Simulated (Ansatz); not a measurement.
# LiF (Griceite, Fm-3m): lattice thermal conductivity, part 2 of 3

How well does the lattice of LiF (Griceite) conduct heat?

What experiment has found for this phase:
- thermal conductivity 17.6 W/m/K near room temperature (given in “Combining the AFLOW GIBBS and Elastic Libraries to efficiently and robustly screen thermo-mechanical properties of solids”, 2017, arXiv:1611.05714)
- thermal conductivity 17.6 W/m/K near room temperature (given in “Predicting the lattice thermal conductivity of solids by solving the Boltzmann transport equation: AFLOW - AAPL an automated, accurate and efficient framework”, 2017, arXiv:1611.05481)

Ansatz 0.2.0; DFT LDA, scalar-relativistic, plane waves, PAW; PAW set soft_1.

So far. Step 2 (A first coarse run): The start is under -6.5 GPa at this level and looks like an insulator or semiconductor on this mesh. Step 5 (Relaxing to small residual forces and stress): The residual pressure is -0.0039 GPa, small enough for phonons. The relaxed cell has a = 3.907 Å (conventional setting).

### Step 7. Third-order constants and the Boltzmann equation, k-mesh 9×9×9, third order supercell 3×3×3

Pairs of atoms inside the cutoff are displaced in a supercell, the forces give the cubic constants, and these give the three-phonon rates of the Boltzmann equation.

Input file input.yaml:

```yaml
crystal:
  lattice:
    - [0.0, 1.953625856, 1.953625856]
    - [1.953625856, 0.0, 1.953625856]
    - [1.953625856, 1.953625856, 0.0]
  atoms:
    - { symbol: Li, position: [0.0, 0.0, 0.0] }
    - { symbol: F, position: [0.5, 0.5, 0.5] }
kpoints:
  mp_grid: { grid: [9, 9, 9] }
hamiltonian:
  xc: lda
  pseudopotentials: { kind: paw, azcp: { folder: soft_1 }, xc_functional: pbe }
scf:
  occupations: { method: fixed }
  lower_state_search: "off"
output:
  eigenvalues: true
phonons:
  method: fd
  dielectric: true
  supercell: [3, 3, 3]
  temperatures: { t_max: 1000, t_step: 50 }
  qpath:
    path:
      - [[0.0, 0.0, 0.0], [0.5, 0.0, 0.5], [0.5, 0.25, 0.75], [0.375, 0.375, 0.75], [0.0, 0.0, 0.0], [0.5, 0.5, 0.5], [0.625, 0.25, 0.625], [0.5, 0.25, 0.75], [0.5, 0.5, 0.5], [0.375, 0.375, 0.75]]
      - [[0.625, 0.25, 0.625], [0.5, 0.0, 0.5]]
    npoints: 10
  third_order: { supercell: [3, 3, 3], pair_cutoff: 2.913 }
  lattice_thermal_conductivity:
    qmesh: [17, 17, 17]
    temperatures: [100.0, 150.0, 200.0, 300.0, 400.0, 500.0, 600.0, 800.0]
    isotope_mass_variance: [{ species: F, variance: 0.0 }, { species: Li, variance: 0.001459 }]
```

Run with:

```bash
$ ansatz run input.yaml --threads 18 --pin off --max-ram 92160MiB --backend cuda --events-out ev --progress --plain --runs-dir out
```

Numbers of over 12 decimals in the logs are rounded to 6 here.

The log of the run:

```text
Warning: phonons.dielectric: true without phonons.rigid_motions: the static dielectric tensor ε⁰ will be withheld (ε∞, Z* and the rows of modes are given); for a crystal or a slab, whose only rigid motions are the translations, set phonons.rigid_motions: translations
[...]
Crystal: 54 atoms, lattice volume = 402.641 Å³
Basis set: ecut = 420 eV, 7799 PW (Γ)
Bands: 189, of which v1, the nominal top of the filled ones, is band 135 counted from 1 (134 counted from 0)
Symmetry: 1296 space group operations
k-points: 4 of 27
[...]
SCF iter   1: F=—  HF=-26964.973398 eV  |F-HF|=—  |Δ(HF+E_count)|=         —  Δρ=1.08e-8  dr2=2.30e-13  ethr=1.00e-12  ⟨swp⟩=3.0  Hψ=1806  notcnv=0
[...]
SCF iter   2: F=-26964.973398 eV  HF=-26964.973398 eV  |F-HF|=0.00e0  |Δ(HF+E_count)|=  1.09e-11  Δρ=2.85e-9  dr2=2.00e-14  ethr=1.00e-12  ⟨swp⟩=2.0  Hψ=1312  notcnv=0
SCF 1 converged in 2 iterations: F = -26964.973398 eV  dr2 = 2.00e-14
[...]
Crystal: 2 atoms, lattice volume = 14.913 Å³
Basis set: ecut = 420 eV, 283 PW (Γ), exchange–correlation on 40×40×40 points (8 copies of the dense FFT grid, shifted against one another)
Bands: 9, of which v1, the nominal top of the filled ones, is band 5 counted from 1 (4 counted from 0)
Symmetry: 48 space group operations
k-points: 75 of 729 (irreducible under 8 space group operations, time reversal used)
[...]
SCF iter   1: F=—  HF=-998.702719 eV  |F-HF|=—  |Δ(HF+E_count)|=         —  Δρ=1.93e-8  dr2=2.05e-14  ethr=4.03e-9  ⟨swp⟩=2.5  Hψ=5480  notcnv=0  defer=142
eigensolver tolerance schedule: the retry pair's looser diagonalisation over-reported the residual by 19712339.90 of it (diagonalisation noise at an unbounded share of the residual, at the tolerance the schedule requests for it); recorded, not acted on — ethr = c·dr2/N_el stays at c = 1.0e-1
[...]
SCF iter   2: F=-998.702719 eV  HF=-998.702719 eV  |F-HF|=1.14e-13  |Δ(HF+E_count)|=  9.60e-11  Δρ=1.37e-8  dr2=1.41e-14  ethr=1.00e-12  ⟨swp⟩=4.9  Hψ=2871  notcnv=0
SCF 2 converged in 2 iterations: F = -998.702719 eV  dr2 = 1.41e-14
[...]
NSCF: frozen V_eff on 1 k-points
[...]
DFPT response loops at Γ: preconditioner auto → none (the input reference at scf.mixing.eps_inf says where Resta's filter doesn't serve); β = 0.50; Broyden in place of MSR1
[...]
SCF 3 converged in 8 iterations: F = -26964.973384 eV  dr2 = 2.52e-13
[...]
--- Phonons: 2 displaced members + reference (amplitude 0.0025 Å, Σ member SCF iterations 15) ---
  symmetry images taken by strict's conditions (phonons.symmetry_images: auto; settled by no image being taken that strict refuses); asymmetry of the core-correction force 1.7e-15 eV/Å at the most on a site, 3.7e-14 eV/Å summed over every site of the supercell
  ASR residual: 4.239e-4 → 0.000e0 eV/Å²; symmetrization residual: 7.851e-6 eV/Å²
  largest component of a force at the reference: 4.1e-28 eV/Å
  ASR residual per site (eV/Å²): 1.29e-6 4.24e-4
  Γ frequencies (cm⁻¹): 0.00 0.00 0.00 339.11 339.11 339.11
  Unit cell's response to a homogeneous field, on a k mesh of 9×9×9: 1 representative field direction (Σ response iterations 6)
  ε∞ (high-frequency dielectric tensor):
        2.118111    -0.000000    -0.000000
        0.000000     2.118111    -0.000000
        0.000000     0.000000     2.118111
  ε⁰ (static dielectric tensor): not given — the deck does not say what the cell's rigid motions are, and on a molecule in a box or a wire the rigid rotations would enter the sum over the modes at Γ. For a crystal or a slab, whose only rigid motions are the translations, set phonons.rigid_motions: translations.
  Born effective charges Z* (e; rows j = field, columns β = displacement):
    site 0:
         1.04014    0.00000    0.00000
        -0.00000    1.04014    0.00000
         0.00000    0.00000    1.04014
    site 1:
        -1.04014   -0.00000    0.00000
         0.00000   -1.04014   -0.00000
         0.00000   -0.00000   -1.04014
  Z* charge neutrality: 1.843e-6 e pre-enforcement
  k-mesh period / interband length: 24.9 Å / 0.78 Å = 31.78 at k = (0.0000, 0.0000, 0.4444), direct gap 11.159 eV — 14 or more, which is no proof of convergence
  optical modes at Γ without the LO–TO term, one row a degenerate level:
      ω (cm⁻¹)  modes    IR ((D/Å)²/amu)
        339.11      3            14.7310
  optical modes at Γ + LO–TO along q̂ = [1.0000, 0.0000, 0.0000]:
      ω (cm⁻¹)  modes    IR ((D/Å)²/amu)
        339.11      2             9.8206
        668.25      1             4.9103
  optical modes at Γ + LO–TO along q̂ = [0.0000, 1.0000, 0.0000]:
      ω (cm⁻¹)  modes    IR ((D/Å)²/amu)
        339.11      2             9.8206
        668.25      1             4.9103
  optical modes at Γ + LO–TO along q̂ = [0.0000, 0.0000, 1.0000]:
      ω (cm⁻¹)  modes    IR ((D/Å)²/amu)
        339.11      2             9.8206
        668.25      1             4.9103
  density of states and harmonic sums: on the 27×27×27 q-mesh, interpolated from the force constants of a 3×3×3 supercell (with the dipole–dipole term)
  largest difference from the sums on the solved wave vectors: F 1.69e-2 eV, S 2.67e-5 and C_V 9.39e-6 eV/K
  zero-point energy: 0.129120 eV/cell   skipped modes (ω ≤ 0): 3   left out of the sums: 2.54e-5 of the cell's modes: C_V's classical limit lies that fraction below 3 k_B per atom; for a crystal, a wire or a layer, F and S can be off by more, and a phonons.interpolated_qmesh denser along its periods is the remedy for the sampling
--- Third-order force constants: 50 member SCFs in a 3×3×3 supercell (pair cutoff 2.913 Å, amplitude 0.03 Å, SCF threshold 1.00e-9 eV, Σ member SCF iterations 381) ---
[...]
sum-rule residual: 1.614e-1 → 3.791e-15 eV/Å³; symmetrization residual: 1.266e-2 eV/Å³; largest sum-rule correction relative to its orbit: 6.757e-2, on the orbit of the block of home site 1 with site 1 of cell (-1, 0, 0) and site 1 of cell (-1, 0, 0), whose norm before the correction was 2.657e0 eV/Å³
--- Lattice thermal conductivity: 17×17×17 mesh (165 irreducible points), tetrahedron method ---
  three-phonon and isotope scattering only; four-phonon, boundary and, in a metal, phonon-electron scattering are left out
  each conductivity is what the modes' populations carry and what the coherences between them add
  conductivity (a third of the tensor's trace), W/(m K), in the relaxation-time approximation and from the full solution:
       T (K)   relaxation time   full solution  iterations             ending  least Ritz value
      100.00           90.4852        107.8863           8          converged          5.375e-1
      150.00           46.9986         53.4832           8          converged          5.981e-1
      200.00           31.8576         35.5181           8          converged          6.163e-1
      300.00           19.7700         21.6732           8          converged          6.212e-1
      400.00           14.5762         15.8723           8          converged          6.189e-1
      500.00           11.6579         12.6500           8          converged          6.164e-1
      600.00            9.7782         10.5866           8          converged          6.143e-1
      800.00            7.4902          8.0850           8          converged          6.113e-1
```

Wall time 24 s (1 × NVIDIA GB200 with 18 threads of Arm Neoverse V2, shared host); peak memory 1.6 GiB.

Numbers from this step:

```yaml
gamma_frequencies: 0, 0, 0, 339.1, 339.1, 339.1 cm⁻¹ (negative: imaginary)
lowest_frequency_on_the_path: 0 cm⁻¹
zero_point_energy: 0.1291 eV/cell
point_group: m-3m
highest_frequency: 668.2 cm⁻¹
debye_temperature_from_the_second_moment: 680 K
kappa_at_300_k_relaxation_time: 19.77 W/m/K
kappa_at_300_k_full_solution: 21.67 W/m/K
dipole_term: run
mean_free_path_at_half_of_kappa: 12.9 nm
share_of_kappa_above_the_three_lowest_branches: 0.097
third_order_blocks: 350
periodic_aliases_dropped: 24
largest_relative_sum_rule_correction: 0.06757
displaced_cells_third_order: 50
```

LO-TO term included. Phonon branches along the path, in cm⁻¹:

| point | branch 1 | branch 2 | branch 3 | branch 4 | branch 5 | branch 6 |
| --- | --- | --- | --- | --- | --- | --- |
| Γ | 0 | 0 | 0 | 339 | 339 | 668 |
| halfway | 179 | 179 | 280 | 364 | 364 | 584 |
| X | 259 | 259 | 365 | 365 | 379 | 465 |
| halfway | 275 | 287 | 368 | 380 | 382 | 453 |
| W | 288 | 335 | 335 | 395 | 420 | 420 |
| halfway | 272 | 324 | 351 | 366 | 431 | 437 |
| K | 257 | 325 | 350 | 356 | 439 | 443 |
| halfway | 182 | 210 | 294 | 311 | 380 | 616 |
| Γ | 0 | 0 | 0 | 339 | 339 | 668 |
| halfway | 152 | 152 | 268 | 331 | 331 | 652 |
| L | 233 | 233 | 322 | 322 | 400 | 624 |
| halfway | 243 | 280 | 333 | 364 | 386 | 563 |
| U | 257 | 325 | 350 | 356 | 439 | 443 |
| halfway | 272 | 324 | 351 | 366 | 431 | 437 |
| W | 288 | 335 | 335 | 395 | 420 | 420 |
| halfway | 250 | 287 | 340 | 369 | 385 | 545 |
| L | 233 | 233 | 322 | 322 | 400 | 624 |
| halfway | 243 | 280 | 333 | 364 | 386 | 563 |
| K | 257 | 325 | 350 | 356 | 439 | 443 |
| jump to U | 257 | 325 | 350 | 356 | 439 | 443 |
| halfway | 259 | 282 | 362 | 374 | 386 | 459 |
| X | 259 | 259 | 365 | 365 | 379 | 465 |

The phonon branches as a text plot (rows in cm⁻¹):

```
    654 |**                    ********
    626 |  **                **        ****             **
    599 |                   *              *          **
    571 |    *             *                *             **
    543 |     *                                      *
    515 |      *                             *              *
    487 |                 *                   *     *
    459 |       *****                              *         ****
    432 |            ******                    ****          *
    404 |            **    **            *** **   *** ***** * *
    376 |    ********  *     **         *   **   * * *     ** ***
    348 |****  *     *******   ******  *   * **********   * ****
    320 |     *      ***** ******    ************* ** *********
    292 |    *      ***    * *              *    **  *     *   *
    264 |       ****   ****           *    *  ***  ** *   *  ****
    237 |   *  *           ** *          *****       ********
    209 |     *             ** *     * **
    181 |  * *               **     *
    153 |   *                 *       *
    125 | **                   **    *
     97 |                           *
     70 |**                     ** *
     42 |*                       * *
     14 |                         *
         Γ       X    W  K        Γ      L     U  W     L   K|U X
```

W/m/K. Kappa, by row:

| T (K) | RTA xx | RTA yy | RTA zz | full xx | full yy | full zz | coherence part xx | coherence part yy | coherence part zz | ending | iterations | least Ritz value |
| --- | --- | --- | --- | --- | --- | --- | --- | --- | --- | --- | --- | --- |
| 100 | 90.49 | 90.49 | 90.49 | 107.9 | 107.9 | 107.9 | 0.05322 | 0.05322 | 0.05322 | converged | 8 | 0.537 |
| 150 | 47 | 47 | 47 | 53.48 | 53.48 | 53.48 | 0.1334 | 0.1334 | 0.1334 | converged | 8 | 0.598 |
| 200 | 31.86 | 31.86 | 31.86 | 35.52 | 35.52 | 35.52 | 0.2042 | 0.2042 | 0.2042 | converged | 8 | 0.616 |
| 300 | 19.77 | 19.77 | 19.77 | 21.67 | 21.67 | 21.67 | 0.3103 | 0.3103 | 0.3103 | converged | 8 | 0.621 |
| 400 | 14.58 | 14.58 | 14.58 | 15.87 | 15.87 | 15.87 | 0.3865 | 0.3865 | 0.3865 | converged | 8 | 0.619 |
| 500 | 11.66 | 11.66 | 11.66 | 12.65 | 12.65 | 12.65 | 0.4451 | 0.4451 | 0.4451 | converged | 8 | 0.616 |
| 600 | 9.778 | 9.778 | 9.778 | 10.59 | 10.59 | 10.59 | 0.4924 | 0.4924 | 0.4924 | converged | 8 | 0.614 |
| 800 | 7.49 | 7.49 | 7.49 | 8.085 | 8.085 | 8.085 | 0.5645 | 0.5645 | 0.5645 | converged | 8 | 0.611 |

Table of lattice thermal conductivity by temperature:

| temperature (K) | RTA xx (W/m/K) | full xx (W/m/K) |
| --- | --- | --- |
| 100 | 90.5 | 108 |
| 150 | 47 | 53.5 |
| 200 | 31.9 | 35.5 |
| 300 | 19.8 | 21.7 |
| 400 | 14.6 | 15.9 |
| 500 | 11.7 | 12.7 |
| 600 | 9.78 | 10.6 |
| 800 | 7.49 | 8.09 |

The modes has structure finer than the step of the table below, so its rows give means over 25 cm⁻¹, whole bins alone (the curve runs from -10 to 698 cm⁻¹). Peaks (cm⁻¹: height): F 257.0: 0.0218, 359.4: 0.0245; Li 359.4: 0.0254, 613.1: 0.00511.

Phonopy on the run's constants, 21x21x21 mesh, Gaussian sigma 5.1 cm⁻¹. Table of modes by wavenumber; means over each step; values in 1/cm⁻¹/cell:

| wavenumber (cm⁻¹) | F | Li |
| --- | --- | --- |
| 25 | 6.8e-5 | 2.6e-5 |
| 50 | 2.8e-4 | 1.0e-4 |
| 75 | 5.6e-4 | 1.9e-4 |
| 100 | 0.00108 | 3.6e-4 |
| 125 | 0.00169 | 5.3e-4 |
| 150 | 0.00264 | 7.6e-4 |
| 175 | 0.00412 | 0.00102 |
| 200 | 0.00655 | 0.00128 |
| 225 | 0.0132 | 0.00151 |
| 250 | 0.0208 | 0.00174 |
| 275 | 0.0136 | 0.00109 |
| 300 | 0.00942 | 0.00201 |
| 325 | 0.00986 | 0.0179 |
| 350 | 0.0183 | 0.0238 |
| 375 | 0.0120 | 0.0181 |
| 400 | 0.00238 | 0.00971 |
| 425 | 3.6e-5 | 0.00348 |
| 450 | 5.4e-5 | 0.00299 |
| 475 | 1.5e-4 | 0.00426 |
| 500 | 1.9e-4 | 0.00406 |
| 525 | 2.5e-4 | 0.00422 |
| 550 | 3.3e-4 | 0.00441 |
| 575 | 4.3e-4 | 0.00461 |
| 600 | 5.6e-4 | 0.00489 |
| 625 | 7.0e-4 | 0.00442 |
| 650 | 6.1e-4 | 0.00229 |
| 675 | 8.8e-5 | 2.6e-4 |

Distinct triplets, nearest first. Third order norms, by row:

| sites | side 1 (Å) | side 2 (Å) | side 3 (Å) | norm of the 27 components (eV/Å³) |
| --- | --- | --- | --- | --- |
| Li-Li-Li | 0 | 0 | 0 | 0 |
| F-F-F | 0 | 0 | 0 | 0 |
| Li-F-F | 0 | 1.95 | 1.95 | 10.62 |
| Li-F-Li | 0 | 1.95 | 1.95 | 10.64 |
| Li-F-F | 1.95 | 1.95 | 2.76 | 0.228 |
| Li-F-Li | 1.95 | 1.95 | 2.76 | 0.258 |
| Li-Li-Li | 0 | 2.76 | 2.76 | 1.408 |
| Li-Li-Li | 2.76 | 2.76 | 2.76 | 0.018 |
| F-F-F | 0 | 2.76 | 2.76 | 2.67 |
| F-F-F | 2.76 | 2.76 | 2.76 | 0.206 |

Born charge (rows field, columns displacement) (e), principal values of the symmetric part by kind of site:

| atom | atoms with these values | low | middle | high | mean |
| --- | --- | --- | --- | --- | --- |
| Li1 | 1 | 1.04 | 1.04 | 1.04 | 1.04 |
| F2 | 1 | -1.04 | -1.04 | -1.04 | -1.04 |

In full for Li1:

```
1.04 0.00 0.00
0.00 1.04 0.00
0.00 0.00 1.04
```

RTA, 300 K. Kappa by branch, by row:

| branch (by rank) | mean frequency (THz) | mean rms speed (km/s) | median lifetime (ps) | share of kappa |
| --- | --- | --- | --- | --- |
| 1 | 6.72 | 2.13 | 1.28 | 0.169 |
| 2 | 7.54 | 3.15 | 2.28 | 0.476 |
| 3 | 9.65 | 2.19 | 0.922 | 0.259 |
| 4 | 10.52 | 1.57 | 0.739 | 0.038 |
| 5 | 11.43 | 1.84 | 0.566 | 0.037 |
| 6 | 16.58 | 3.48 | 0.12 | 0.021 |

The spectral kappa at 300 K by frequency; read off at these points; values in W/m/K/THz:

| frequency (THz) | relaxation time (W/m/K/THz) | full solution (W/m/K/THz) |
| --- | --- | --- |
| 0.25 | 0 | 0 |
| 1.25 | 1.83 | 1.88 |
| 2.25 | 3.08 | 3.08 |
| 3.25 | 1.29 | 1.36 |
| 4.25 | 0.955 | 1.06 |
| 4.75 | 2.38 | 2.60 |
| 5.25 | 1.78 | 1.95 |
| 5.75 | 2.35 | 2.58 |
| 6.75 | 2.96 | 3.22 |
| 7.75 | 3.03 | 3.28 |
| 8.75 | 2.05 | 2.32 |
| 9.75 | 1.40 | 1.73 |
| 10.75 | 0.752 | 1.02 |
| 11.75 | 0.351 | 0.434 |
| 12.75 | 0.102 | 0.0897 |
| 13.75 | 0.123 | 0.0629 |
| 14.75 | 0.126 | 0.0656 |
| 15.25 | 0.11 | 0.0764 |
| 16.25 | 0.0542 | 0.0477 |
| 17.25 | 0.0288 | 0.0253 |
| 18.25 | 0.0127 | 0.00326 |
| 19.25 | 0.00679 | -0.00623 |
| 20.25 | 4.0e-6 | 0 |

Relaxation-time solution. The share of κ carried by shorter paths by mean free path:

| mean free path (nm) | 100 K | 300 K | 800 K |
| --- | --- | --- | --- |
| 0.316 | 0 | 0.002 | 0.024 |
| 0.464 | 0 | 0.004 | 0.06 |
| 0.681 | 0 | 0.008 | 0.114 |
| 1 | 0 | 0.024 | 0.166 |
| 1.47 | 0 | 0.055 | 0.232 |
| 2.15 | 0.001 | 0.091 | 0.325 |
| 3.16 | 0.002 | 0.134 | 0.428 |
| 4.64 | 0.006 | 0.202 | 0.596 |
| 6.81 | 0.008 | 0.294 | 0.703 |
| 10 | 0.009 | 0.403 | 0.824 |
| 14.7 | 0.013 | 0.566 | 0.885 |
| 21.5 | 0.023 | 0.684 | 0.902 |
| 31.6 | 0.064 | 0.812 | 0.902 |
| 46.4 | 0.137 | 0.867 | 0.922 |
| 68.1 | 0.221 | 0.891 | 0.922 |
| 100 | 0.357 | 0.891 | 1 |
| 147 | 0.476 | 0.914 | 1 |
| 215 | 0.617 | 0.939 | 1 |
| 316 | 0.711 | 1 | 1 |
| 464 | 0.747 | 1 | 1 |
| 681 | 0.796 | 1 | 1 |
| 1000 | 0.796 | 1 | 1 |
| 1470 | 0.836 | 1 | 1 |
| 2150 | 0.894 | 1 | 1 |
| 3160 | 1 | 1 | 1 |

300 K; a sample spread over frequency. Mode lifetimes, by row, the first 40 of 90 rows:

| q1 | q2 | q3 | branch | frequency (THz) | rms speed (km/s) | three-phonon rate (1/ps) | isotope rate (1/ps) | lifetime (ps) | mean free path (nm) |
| --- | --- | --- | --- | --- | --- | --- | --- | --- | --- |
| 0 | 0 | 0.0588 | 1 | 1.111 | 4.27 | 0.1 | 1.50e-6 | 10 | 42.7 |
| 0 | 0.0588 | 0.0588 | 3 | 2.243 | 7.34 | 0.146 | 4.14e-5 | 6.86 | 50.4 |
| 0 | 0 | 0.1765 | 2 | 3.288 | 4.06 | 0.781 | 1.76e-4 | 1.28 | 5.19 |
| 0 | 0 | 0.1176 | 3 | 3.986 | 7.42 | 0.22 | 3.81e-4 | 4.55 | 33.7 |
| 0 | 0.1176 | -0.1765 | 1 | 4.41 | 3.88 | 1.38 | 5.14e-4 | 0.723 | 2.81 |
| 0.0588 | 0.1176 | 0.2941 | 2 | 4.944 | 4.35 | 0.48 | 7.26e-4 | 2.08 | 9.07 |
| 0 | 0 | 0.2941 | 2 | 5.244 | 3.34 | 0.999 | 8.35e-4 | 1 | 3.34 |
| 0 | 0.0588 | -0.2941 | 1 | 5.605 | 3.2 | 1.28 | 9.43e-4 | 0.783 | 2.51 |
| 0.0588 | 0.1765 | -0.1765 | 2 | 5.914 | 4.48 | 0.235 | 0.00122 | 4.24 | 19 |
| 0 | 0.1176 | -0.2941 | 1 | 6.075 | 2.92 | 1.6 | 9.42e-4 | 0.623 | 1.82 |
| 0.0588 | 0.2941 | 0.3529 | 2 | 6.331 | 3.32 | 0.138 | 0.00166 | 7.18 | 23.8 |
| 0 | 0.1765 | 0.4118 | 1 | 6.539 | 2.3 | 0.613 | 0.00143 | 1.63 | 3.74 |
| 0.0588 | 0.1765 | 0.2353 | 3 | 6.665 | 5.89 | 0.908 | 0.00244 | 1.1 | 6.47 |
| 0 | 0.0588 | -0.4118 | 1 | 6.826 | 1.41 | 1.39 | 3.04e-4 | 0.719 | 1.01 |
| 0.1176 | 0.2941 | 0.4118 | 2 | 6.948 | 3.75 | 0.149 | 0.00186 | 6.65 | 24.9 |
| 0 | 0.1176 | -0.4118 | 1 | 7.036 | 0.98 | 1.33 | 2.82e-5 | 0.751 | 0.733 |
| 0.0588 | 0.1176 | 0.4706 | 2 | 7.122 | 2.69 | 1.18 | 7.17e-4 | 0.845 | 2.27 |
| 0.0588 | 0.2353 | -0.4706 | 1 | 7.253 | 1.48 | 0.99 | 9.12e-4 | 1.01 | 1.5 |
| 0.0588 | 0.3529 | 0.4706 | 1 | 7.37 | 2.08 | 0.329 | 0.00205 | 3.02 | 6.29 |
| 0 | 0.4118 | 0.4118 | 1 | 7.444 | 1.39 | 0.124 | 0.00262 | 7.9 | 11 |
| 0 | 0.1765 | -0.2941 | 2 | 7.531 | 3.98 | 0.46 | 0.00168 | 2.16 | 8.61 |
| 0 | 0.4118 | 0.4706 | 1 | 7.623 | 0.92 | 0.157 | 0.00299 | 6.26 | 5.75 |
| 0.0588 | 0.3529 | -0.3529 | 1 | 7.724 | 1.1 | 0.875 | 9.79e-4 | 1.14 | 1.25 |
| 0 | 0.4118 | 0.4706 | 2 | 7.79 | 1.82 | 0.139 | 0.00346 | 7.01 | 12.8 |
| 0.0588 | 0.1176 | 0.2941 | 3 | 7.858 | 5.64 | 0.521 | 0.00339 | 1.91 | 10.8 |
| 0.1765 | 0.3529 | -0.3529 | 1 | 8.003 | 1.59 | 0.741 | 8.28e-5 | 1.35 | 2.15 |
| 0.0588 | 0.2353 | 0.2941 | 3 | 8.209 | 4.85 | 0.885 | 0.00222 | 1.13 | 5.47 |
| 0.0588 | 0.2353 | -0.4706 | 2 | 8.365 | 2.81 | 0.831 | 1.81e-4 | 1.2 | 3.39 |
| 0.1176 | 0.2941 | -0.2353 | 2 | 8.476 | 3.39 | 0.32 | 6.58e-4 | 3.12 | 10.6 |
| 0.1176 | 0.2353 | 0.3529 | 3 | 8.713 | 4.28 | 0.74 | 0.00184 | 1.35 | 5.78 |
| 0 | 0.2353 | -0.4118 | 2 | 8.972 | 2.94 | 0.686 | 1.35e-4 | 1.46 | 4.28 |
| 0 | 0 | 0.2941 | 3 | 9.17 | 5.51 | 0.283 | 0.00254 | 3.51 | 19.3 |
| 0 | 0.2941 | 0.2941 | 3 | 9.377 | 3.95 | 1.13 | 0.0122 | 0.874 | 3.45 |
| 0.1765 | 0.4118 | -0.3529 | 2 | 9.478 | 2.25 | 0.35 | 0.00419 | 2.82 | 6.34 |
| 0.1176 | 0.2353 | 0.4118 | 3 | 9.557 | 3.29 | 0.798 | 0.0388 | 1.2 | 3.93 |
| 0 | 0.1176 | -0.4118 | 3 | 9.628 | 0.74 | 0.788 | 0.282 | 0.934 | 0.689 |
| 0 | 0.0588 | -0.4706 | 3 | 9.675 | 0.48 | 0.722 | 0.37 | 0.916 | 0.443 |
| 0.1176 | 0.2941 | -0.1765 | 3 | 9.737 | 1.7 | 0.882 | 0.298 | 0.848 | 1.44 |
| 0 | 0.1765 | -0.4118 | 3 | 9.808 | 1.19 | 0.891 | 0.348 | 0.807 | 0.961 |
| 0.0588 | 0.1176 | 0.2353 | 4 | 9.876 | 1.92 | 1.1 | 0.26 | 0.733 | 1.41 |

Without the LO-TO term. Gamma linewidths, by row:

| branch | frequency (cm⁻¹) | three-phonon rate (1/ps) | isotope rate (1/ps) | FWHM (cm⁻¹) |
| --- | --- | --- | --- | --- |
| 4 | 339.1 | 1.33 | 0.286 | 8.55 |
| 5 | 339.1 | 1.33 | 0.286 | 8.55 |
| 6 | 339.1 | 1.33 | 0.286 | 8.55 |

W/m/K, third of the trace; RTA populations with a boundary rate v/L added to each mode (Matthiessen's rule). Kappa by grain size, by row:

| T (K) | bulk | 10 nm | 30 nm | 100 nm | 300 nm | 1000 nm | 10000 nm | 100000 nm |
| --- | --- | --- | --- | --- | --- | --- | --- | --- |
| 100 | 90.43 | 7.986 | 17.94 | 35.31 | 53.14 | 69.34 | 86.22 | 89.95 |
| 300 | 19.46 | 8.859 | 12.78 | 16.04 | 17.84 | 18.85 | 19.39 | 19.45 |
| 600 | 9.286 | 5.815 | 7.351 | 8.402 | 8.912 | 9.159 | 9.272 | 9.284 |

[end of part 2 of 3]

[Logs are printed without paths, hosts, clocks, repeated set-up lines and the standing remarks that a program may print on its own settings, such as how far it seeks lower states.]

[Hosts, paths, dates, database ids (printed as entryN), source tags and the programs' standing remarks are cut or masked in the printed files.]

[A step with changed settings may run another functional than the one named; its input shows which.]
